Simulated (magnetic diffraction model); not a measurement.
# FeCoI6: what an assumed order does to the neutron pattern

Space group R-3 (no. 148), a = 7.5170 Å, c = 21.2080 Å.

| site | atom | x | y | z |
| --- | --- | --- | --- | --- |
| 18f | I | 0.6775 | 0.0342 | 0.2536 |
| 3a | Co | 0 | 0 | 0 |
| 3b | Fe | 1/3 | 2/3 | 1/6 |

The compound is invented for this exercise: a known structure type with other elements, its cell scaled to their sizes and not relaxed.

Only Co and Fe are taken to order (form factors of Co3+ and Fe3+); orders and moment sizes are assumed, and not adapted to the symmetry. Radiation: neutrons of λ = 1.909 Å, 5° to 45°; isotropic B of 0.2 Å² (I), 0.23 Å² (Co) and 0.21 Å² (Fe). Simulated constant-wavelength pattern: nuclear and magnetic terms add, the magnetic one as |2.695 fm × Σ f S⊥ exp(2πi Q·r) exp(−B s²)|², summed over all Q at one angle with the factor 1/(sin²θ cos θ). For collinear order S is the moment m, which repeats by lattice and centring translations R with the sign exp(−2πi k·R). Free-ion form factors, Sears's scattering lengths of 1992, no absorption; a label names one of the reflections at its angle. The strongest nuclear line in the range is 100, and lines under 0.2 are left out.

Assume the order k = (0 0 0), collinear moments along [101], 3.07 μB on Co and 4.14 μB on Fe; signs + at (0, 0, 0), + at (1/3, 2/3, 1/6).

Predict the pattern, nuclear and magnetic parts apart.

```
2θ (°)    index  nuclear  magnetic
 15.52  (0 0 3)      2.2       0.1
 17.64  (1 0 1)      2.7       1.4
 19.81  (0 1 2)     30.2      42.6
 26.85  (1 0 4)     12.8      13.2
 29.42  (1 1 0)      0.9      22.5
 31.16  (0 1 5)      8.0       0.1
 31.33  (0 0 6)      9.4       0.8
 33.43  (1 1 3)    100.0       0.5
 34.52  (0 2 1)     11.0       0.3
 35.73  (2 0 2)      6.9      12.7
 40.25  (0 2 4)      6.8       7.6
 40.67  (1 0 7)      5.1       0.1
 43.52  (1 1 6)     60.2       8.5
```

The strongest magnetic line in the range is (0 1 2) at 19.81° (42.6). On top of the Lorentz factor, which all lines share, magnetic lines fade with angle because f falls: for Co3+ it is 0.93, 0.74, 0.53 and 0.20 at sin θ/λ = 0.1, 0.2, 0.3 and 0.5 Å⁻¹, while nuclear lengths stay constant. The net moment is 7.21 μB a primitive cell.

[Logs are printed without paths, hosts, clocks, repeated set-up lines and the standing remarks that a program may print on its own settings, such as how far it seeks lower states.]
